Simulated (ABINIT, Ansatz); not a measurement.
# ScHO2 (R-3m): G0W0 on several meshes in ABINIT

Aim: the GW shift of ScHO2 (R-3m) against the k mesh.

Program: ABINIT 10.8.3. Level of theory: PBEsol and many-body steps on it, plane waves. Results are calculated unless marked as measured.

## Step 1: The starting structure

Symmetry: R-3m, No. 166, trigonal system. Conventional cell: a = 3.233 Å, b = 3.233 Å, c = 13.593 Å, α = 90.00°, β = 90.00°, γ = 120.00°. Nearest to Sc lie 6 O at 2.14 Å. H has 2 O at 1.22 Å nearest. O has 1 H at 1.22 Å and 3 Sc at 2.14 Å nearest. Farther neighbours and most contacts between anions are not listed.

The cell and positions are those that the Materials Project relaxed with its own functionals (PBE, PBE+U or r2SCAN), kept fixed.

## Step 2: Empty states on the mesh, 4×4×4 mesh, 142 bands

This step: ABINIT 10.8.3; DFT, PBEsol, plane waves, norm-conserving pseudopotentials.

The sums over transitions need many empty states on a uniform mesh; this step solves for them.

File run.abi:

```
acell 3*1.0 Angstrom
rprim 
  1.616589043500 0.933338119408 4.530924155205
  -1.616589043500 0.933338119408 4.530924155205
  0.000000000000 -1.866676238893 4.530924155189
ntypat 3
znucl 21 1 8
natom 4
typat 1 2 3 3
xred 
  0.000000000000 0.000000000000 0.000000000000
  0.500000000000 0.500000000000 0.500000000000
  0.589701000000 0.589701000000 0.589701000000
  0.410299000000 0.410299000000 0.410299000000
pp_dirpath "pseudos"
pseudos "Sc.upf, H.upf, O.upf"
ecut 36
ngkpt 4 4 4
nshiftk 1
shiftk 0 0 0
kptopt 1
chksymbreak 0
irdden 1
istwfk *1
nband 142
prtvol 0
optdriver 6
gwr_task "HDIAGO"
paral_kgb 0
occopt 1
indata_prefix "in"
outdata_prefix "out"
tmpdata_prefix "tmp"
```

Launch:

```
$ OMP_NUM_THREADS=1 mpirun -n 4 abinit run.abi > log
```

Numbers of over 12 decimals in the logs are rounded to 6 here.

The program printed:

```text
.Version 10.8.3 of ABINIT. v10.8.2 released Aug 2026.

 Symmetries : space group R-3 m (#166); Bravais hR (rhombohedral)
[... echo of the input left out ...]
== DATASET  1 ==================================================================
-   mpi_nproc: 4, omp_nthreads: 1 (-1 if OMP is not activated)

--- !DatasetInfo
iteration_state: {dtset: 1, }
dimensions: {natom: 4, nkpt: 13, mband: 142, nsppol: 1, nspinor: 1, nspden: 1, mpw: 2864, }
cutoff_energies: {ecut:  36.0, pawecutdg:  -1.0, }
[...]
Indirect band gap semiconductor
 Fundamental gap:     4.075 (eV)
   VBM:     3.067 (eV) at k: [ 5.0000E-01,  5.0000E-01,  5.0000E-01]
   CBM:     7.142 (eV) at k: [ 5.0000E-01,  5.0000E-01,  0.0000E+00]
 Direct gap:         4.632 (eV) at k: [ 2.5000E-01,  2.5000E-01,  0.0000E+00]

== END DATASET(S) ==============================================================
================================================================================

 -outvars: echo values of variables after computation  --------
           etotal      0.0000000000E+00
            nband         142
             nkpt          13
          spgroup         166
 [... the other variables as echoed above ...]

 Calculation completed.
```

Run time: 2.2 min. Hardware: 4 MPI ranks of Arm Neoverse N1, shared host; peak memory 2 GiB; 8.6 min of CPU time.

Numbers from this step:

| Item | Value |
| --- | --- |
| gap | 4.075 eV |
| k of the valence top | 0.5, 0.5, 0.5 |
| k of the conduction bottom | 0.5, 0.5, 0 |
| least direct gap | 4.632 eV |
| k points computed | 13 |
| lowest point of the top converged band, above the valence top | 109.4652 eV |

On this mesh the gap is 4.075 eV.

The density comes from a self-consistent run that is not shown.

## Step 3: Screening, 4×4×4 mesh, 61 bands, screening to 141.5 eV

The RPA dielectric matrix is built and inverted for each q.

This step: RPA screening on PBEsol, plane waves, norm-conserving pseudopotentials.

run.abi, as its differences from that of step 2:

```diff
@@ -22,10 +22,11 @@
 chksymbreak 0
-irdden 1
 istwfk *1
-nband 142
-prtvol 0
-optdriver 6
-gwr_task "HDIAGO"
-paral_kgb 0
 occopt 1
+irdwfk 1
+optdriver 3
+nband 61
+ecuteps 5.2
+inclvkb 2
+awtr 1
+symchi 1
 indata_prefix "in"
```

The program printed:

```text
.Version 10.8.3 of ABINIT. v10.8.2 released Aug 2026.

 Symmetries : space group R-3 m (#166); Bravais hR (rhombohedral)
[... echo of the input left out ...]
== DATASET  1 ==================================================================
-   mpi_nproc: 4, omp_nthreads: 1 (-1 if OMP is not activated)

--- !DatasetInfo
iteration_state: {dtset: 1, }
dimensions: {natom: 4, nkpt: 13, mband: 61, nsppol: 1, nspinor: 1, nspden: 1, mpw: 2864, }
cutoff_energies: {ecut:  36.0, pawecutdg:  -1.0, }
electrons: {nelect:   2.40000000E+01, charge:   0.00000000E+00, occopt:   1.00000000E+00, tsmear:   1.00000000E-02, }

 SCREENING: Calculation of the susceptibility and dielectric matrices

 Based on a program developped by R.W. Godby, V. Olevano, G. Onida, and L. Reining.
 Incorporated in ABINIT by V. Olevano, G.-M. Rignanese, and M. Torrent.
.Using double precision arithmetic ; gwpc =  8

[... cell and pseudopotentials left out ...]
--------------------------------------------------------------------------------

 ==== K-mesh for the wavefunctions ====
 Number of points in the irreducible wedge :    13
[... list of points left out ...]
 Together with 12 symmetry operations and time-reversal symmetry
 yields    64 points in the full Brillouin Zone.

 ==== Q-mesh for the screening function ====
 Number of points in the irreducible wedge :    13
[... list of points left out ...]
 Together with 12 symmetry operations and time-reversal symmetry
 yields    64 points in the full Brillouin Zone.

 setmesh: FFT mesh size selected  =    36x   36x   36
          total number of points  =        46656

 vcoul_init : cutoff-mode = AUXILIARY_FUNCTION
 q-points for optical limit:   1
     1)      0.000010    0.000020    0.000030

- screening: taking advantage of time-reversal symmetry
- Maximum band index for partially occupied states nbvw = 12
- Remaining bands to be divided among processors   nbcw = 49
- Number of bands treated by each node ~12

 Number of electrons calculated from density =   24.0000; Expected =   24.0000
 average of density, n =  0.086704
 r_s =    1.4016
 omega_plasma =   28.4037 [eV]

 calculating chi0 at frequencies [eV] :
  1    0.000000E+00    0.000000E+00
  2    0.000000E+00    2.840368E+01

--------------------------------------------------------------------------------
  q-point number  1        q = ( 0.000000, 0.000000, 0.000000) [r.l.u.]
--------------------------------------------------------------------------------
[... chi0 elements left out ...]
 For q-point:  0.000010 0.000020 0.000030
  dielectric constant =   3.9213
  dielectric constant without local fields =   4.2708

  Average fulfillment of the sum rule on Im[epsilon] for q-point    1 :     52.86  [%]
[... wings left out ...]
  q-point number  2        q = ( 0.250000, 0.000000, 0.000000) [r.l.u.]
--------------------------------------------------------------------------------
[... chi0 elements left out ...]
  Average fulfillment of the sum rule on Im[epsilon] for q-point    2 :     64.78  [%]

 [... 11 further q-points ...]
```

Elapsed: 1.7 min, on 4 MPI ranks; peak memory 1.3 GiB; 6.8 min of CPU time.

Numbers from this step:

| Item | Value |
| --- | --- |
| ε∞ with local fields, on this mesh, along the program's q direction | 3.921 |
| the same without local fields | 4.271 |
| plasma frequency | 28.40 eV |
| plane waves in the screening matrix | 159 |

Local fields lower ε∞ by 8 %.

## Step 4: 4×4×4

The self-energy is evaluated for the states that the input lists, and the levels follow from it, in one-shot runs by the linearised quasiparticle equation.

This step: G0W0 on PBEsol, plane waves, norm-conserving pseudopotentials.

run.abi, as its differences from that of step 3:

```diff
@@ -25,8 +25,21 @@
 irdwfk 1
-optdriver 3
+optdriver 4
 nband 61
+gwcalctyp 0
+ecutsigx 36
+symsigma 1
+nkptgw 4
+kptgw 
+  0.5000000000 0.5000000000 0.5000000000
+  0.5000000000 0.5000000000 0.0000000000
+  0.2500000000 0.2500000000 0.0000000000
+  0.0000000000 0.0000000000 0.0000000000
+bdgw 
+  11 14
+  11 14
+  11 14
+  10 15
 ecuteps 5.2
-inclvkb 2
-awtr 1
-symchi 1
+irdscr 1
+ppmodel 1
 indata_prefix "in"
```

The program printed:

```text
.Version 10.8.3 of ABINIT. v10.8.2 released Aug 2026.

 Symmetries : space group R-3 m (#166); Bravais hR (rhombohedral)
[... echo of the input left out ...]
== DATASET  1 ==================================================================
-   mpi_nproc: 4, omp_nthreads: 1 (-1 if OMP is not activated)

--- !DatasetInfo
iteration_state: {dtset: 1, }
dimensions: {natom: 4, nkpt: 13, mband: 61, nsppol: 1, nspinor: 1, nspden: 1, mpw: 2864, }
cutoff_energies: {ecut:  36.0, pawecutdg:  -1.0, }
electrons: {nelect:   2.40000000E+01, charge:   0.00000000E+00, occopt:   1.00000000E+00, tsmear:   1.00000000E-02, }

 SIGMA: Calculation of the GW corrections

 Based on a program developped by R.W. Godby, V. Olevano, G. Onida, and L. Reining.
 Incorporated in ABINIT by V. Olevano, G.-M. Rignanese, and M. Torrent.
.Using double precision arithmetic ; gwpc =  8

[... cell and pseudopotentials left out ...]
--------------------------------------------------------------------------------

 ==== K-mesh for the wavefunctions ====
 Number of points in the irreducible wedge :    13
[... list of points left out ...]
 Together with 12 symmetry operations and time-reversal symmetry
 yields    64 points in the full Brillouin Zone.

 ==== Q-mesh for screening function ====
 Number of points in the irreducible wedge :    13
[... list of points left out ...]
 Together with 12 symmetry operations and time-reversal symmetry
 yields    64 points in the full Brillouin Zone.

 vcoul_init : cutoff-mode = AUXILIARY_FUNCTION
 q-points for optical limit:   1
     1)      0.000010    0.000020    0.000030
 setmesh: FFT mesh size selected  =    50x   50x   50
          total number of points  =       125000

 Number of electrons calculated from density =   24.0000; Expected =   24.0000
 average of density, n =  0.086704
 r_s =    1.4016
 omega_plasma =   28.4037 [eV]

 === KS Band Gaps ===
  >>>> For spin  1
   Minimum direct gap =   4.6318 [eV], located at k-point      :   0.2500  0.2500  0.0000
   Fundamental gap    =   4.0754 [eV], Top of valence bands at :   0.5000  0.5000  0.5000
                                       Bottom of conduction at :   0.5000  0.5000  0.0000
 SIGMA fundamental parameters:
 PLASMON POLE MODEL  1
 number of plane-waves for SigmaX                 2831
 number of plane-waves for SigmaC and W            159
 number of plane-waves for wavefunctions          2831
 number of bands                                    61
 number of independent spin polarizations            1
 number of spinorial components                      1
 number of k-points in IBZ                          13
 number of q-points in IBZ                          13
 number of symmetry operations                      12
 number of k-points in BZ                           64
 number of q-points in BZ                           64
 number of frequencies for dSigma/dE                 9
 frequency step for dSigma/dE [eV]                0.25
 number of omega for Sigma on real axis              0
 max omega for Sigma on real axis  [eV]           0.00
 zcut for avoiding poles [eV]                     0.10

 EPSILON^-1 parameters (SCR file):
 dimension of the eps^-1 matrix on file            159
 dimension of the eps^-1 matrix used               159
 number of plane-waves for wavefunctions          2831
 number of bands                                    61
 number of q-points in IBZ                          13
 number of frequencies                               2
 number of real frequencies                          1
 number of imag frequencies                          1

 matrix elements of self-energy operator (all in [eV])

 Perturbative Calculation

--- !SelfEnergy_ee
iteration_state: {dtset: 1, }
kpoint     : [   0.500,    0.500,    0.500, ]
spin       : 1
KS_gap     :    4.934
QP_gap     :    7.936
Delta_QP_KS:    3.002
data: !SigmaeeData |
     Band     E0 <VxcDFT>   SigX SigC(E0)      Z dSigC/dE  Sig(E)    E-E0       E
       11   3.067 -19.951 -25.357   4.744   0.787  -0.271 -20.472  -0.521   2.546
       12   3.067 -19.951 -25.357   4.744   0.787  -0.271 -20.472  -0.521   2.546
       13   8.001 -17.845  -9.591  -5.174   0.805  -0.242 -15.364   2.481  10.481
       14   8.001 -17.845  -9.591  -5.174   0.805  -0.242 -15.364   2.481  10.481

--- !SelfEnergy_ee
iteration_state: {dtset: 1, }
kpoint     : [   0.500,    0.500,    0.000, ]
spin       : 1
KS_gap     :    4.687
QP_gap     :    7.319
Delta_QP_KS:    2.632
data: !SigmaeeData |
     Band     E0 <VxcDFT>   SigX SigC(E0)      Z dSigC/dE  Sig(E)    E-E0       E
       11   1.905 -18.813 -24.581   4.821   0.786  -0.272 -19.557  -0.744   1.162
       12   2.455 -19.523 -24.644   4.432   0.791  -0.264 -20.068  -0.546   1.909
[...]
--- !SelfEnergy_ee
iteration_state: {dtset: 1, }
kpoint     : [   0.250,    0.250,    0.000, ]
spin       : 1
KS_gap     :    4.632
QP_gap     :    7.267
Delta_QP_KS:    2.636
data: !SigmaeeData |
     Band     E0 <VxcDFT>   SigX SigC(E0)      Z dSigC/dE  Sig(E)    E-E0       E
[...]
--- !SelfEnergy_ee
iteration_state: {dtset: 1, }
kpoint     : [   0.000,    0.000,    0.000, ]
spin       : 1
KS_gap     :    4.782
QP_gap     :    7.160
Delta_QP_KS:    2.377
data: !SigmaeeData |
     Band     E0 <VxcDFT>   SigX SigC(E0)      Z dSigC/dE  Sig(E)    E-E0       E
[...]
13   7.804 -15.155  -8.027  -4.740   0.818  -0.222 -13.201   1.954   9.758
       14   7.972 -17.763  -9.560  -5.145   0.806  -0.240 -15.298   2.465  10.437
       15   7.972 -17.763  -9.560  -5.145   0.806  -0.240 -15.298   2.465  10.437

== END DATASET(S) ==============================================================
================================================================================

 -outvars: echo values of variables after computation  --------
           etotal      0.0000000000E+00
            nband          61
             nkpt          13
          spgroup         166
 [... the other variables as echoed above ...]

 Calculation completed.
```

Wall time 27 s (4 MPI ranks); peak memory 1.1 GiB; 1.8 min of CPU time.

Numbers from this step:

| Quantity | Value |
| --- | --- |
| G0W0 gap on the mesh | 6.629 eV |
| starting gap on the mesh | 4.075 eV |
| k of the valence top | 0, 0, 0 |
| k of the conduction bottom | 0.5, 0.5, 0 |
| Z at the valence top | 0.793 |
| Z at the conduction bottom | 0.817 |
| least direct G0W0 gap on the computed points | 7.159 eV |

The gap on the mesh goes from 4.08 eV to 6.63 eV, a correction of +2.55 eV.

## Step 5: Empty states on the mesh, 6×6×6 mesh, 67 bands

This step: DFT, PBEsol, plane waves, norm-conserving pseudopotentials.

File run.abi:

```
acell 3*1.0 Angstrom
rprim 
  1.616589043500 0.933338119408 4.530924155205
  -1.616589043500 0.933338119408 4.530924155205
  0.000000000000 -1.866676238893 4.530924155189
ntypat 3
znucl 21 1 8
natom 4
typat 1 2 3 3
xred 
  0.000000000000 0.000000000000 0.000000000000
  0.500000000000 0.500000000000 0.500000000000
  0.589701000000 0.589701000000 0.589701000000
  0.410299000000 0.410299000000 0.410299000000
pp_dirpath "pseudos"
pseudos "Sc.upf, H.upf, O.upf"
ecut 36
ngkpt 6 6 6
nshiftk 1
shiftk 0 0 0
kptopt 1
chksymbreak 0
iscf -2
irdden 1
istwfk *1
nband 67
nbdbuf 6
tolwfr 1e-09
nstep 60
prtvol 0
indata_prefix "in"
outdata_prefix "out"
tmpdata_prefix "tmp"
```

The program printed:

```text
.Version 10.8.3 of ABINIT. v10.8.2 released Aug 2026.

 Symmetries : space group R-3 m (#166); Bravais hR (rhombohedral)
[... echo of the input left out ...]
== DATASET  1 ==================================================================
-   mpi_nproc: 4, omp_nthreads: 1 (-1 if OMP is not activated)

--- !DatasetInfo
iteration_state: {dtset: 1, }
dimensions: {natom: 4, nkpt: 32, mband: 67, nsppol: 1, nspinor: 1, nspden: 1, mpw: 2866, }
cutoff_energies: {ecut:  36.0, pawecutdg:  -1.0, }
[...]
1.96772    1.96772    1.96980    2.04929    2.04929    2.05155    2.08491    2.08491
   2.18616    2.19701    2.26969    2.29611    2.29611    2.31032    2.31032    2.34918
   2.34921    2.37181    2.37346
 prteigrs : prtvol=0 or 1, do not print more k-points.

== END DATASET(S) ==============================================================
================================================================================

 -outvars: echo values of variables after computation  --------
            nband          67
             nkpt          32
          spgroup         166
 [... the other variables as echoed above ...]

 Calculation completed.
```

The job ended after 79 s (4 MPI ranks; peak memory 0.37 GiB; 5.2 min of CPU time).

This step gave:

* gap: 4.013 eV
* k of the valence top: -0.1667, 0.1667, 0
* k of the conduction bottom: 0.5, 0.5, 0
* least direct gap: 4.385 eV
* k points computed: 32
* lowest point of the top converged band, above the valence top: 56.6065 eV

On this mesh the gap is 4.013 eV.

[end of part 1 of 2]

[Paths, hosts, dates, memory and timing lines, banners, echoed tables and standing remarks are left out of the program output.]

[Logs are printed without paths, hosts, clocks, repeated set-up lines and the standing remarks that a program may print on its own settings, such as how far it seeks lower states.]

[Runs of the session that timed out or met a known fault of the program may be left out.]

[Hosts, paths, dates, database ids (printed as entryN), source tags and the programs' standing remarks are cut or masked in the printed files.]

[G0W0 gaps are taken among the corrected bands and points alone; a level outside them can change the order at an edge.]

[Where Ansatz stands beside ABINIT at settings called matched, ABINIT's density can come from a denser mesh and the files from another edition; pairs whose starting gaps differed by over 0.03 eV were left out, so agreement reads better than it is.]
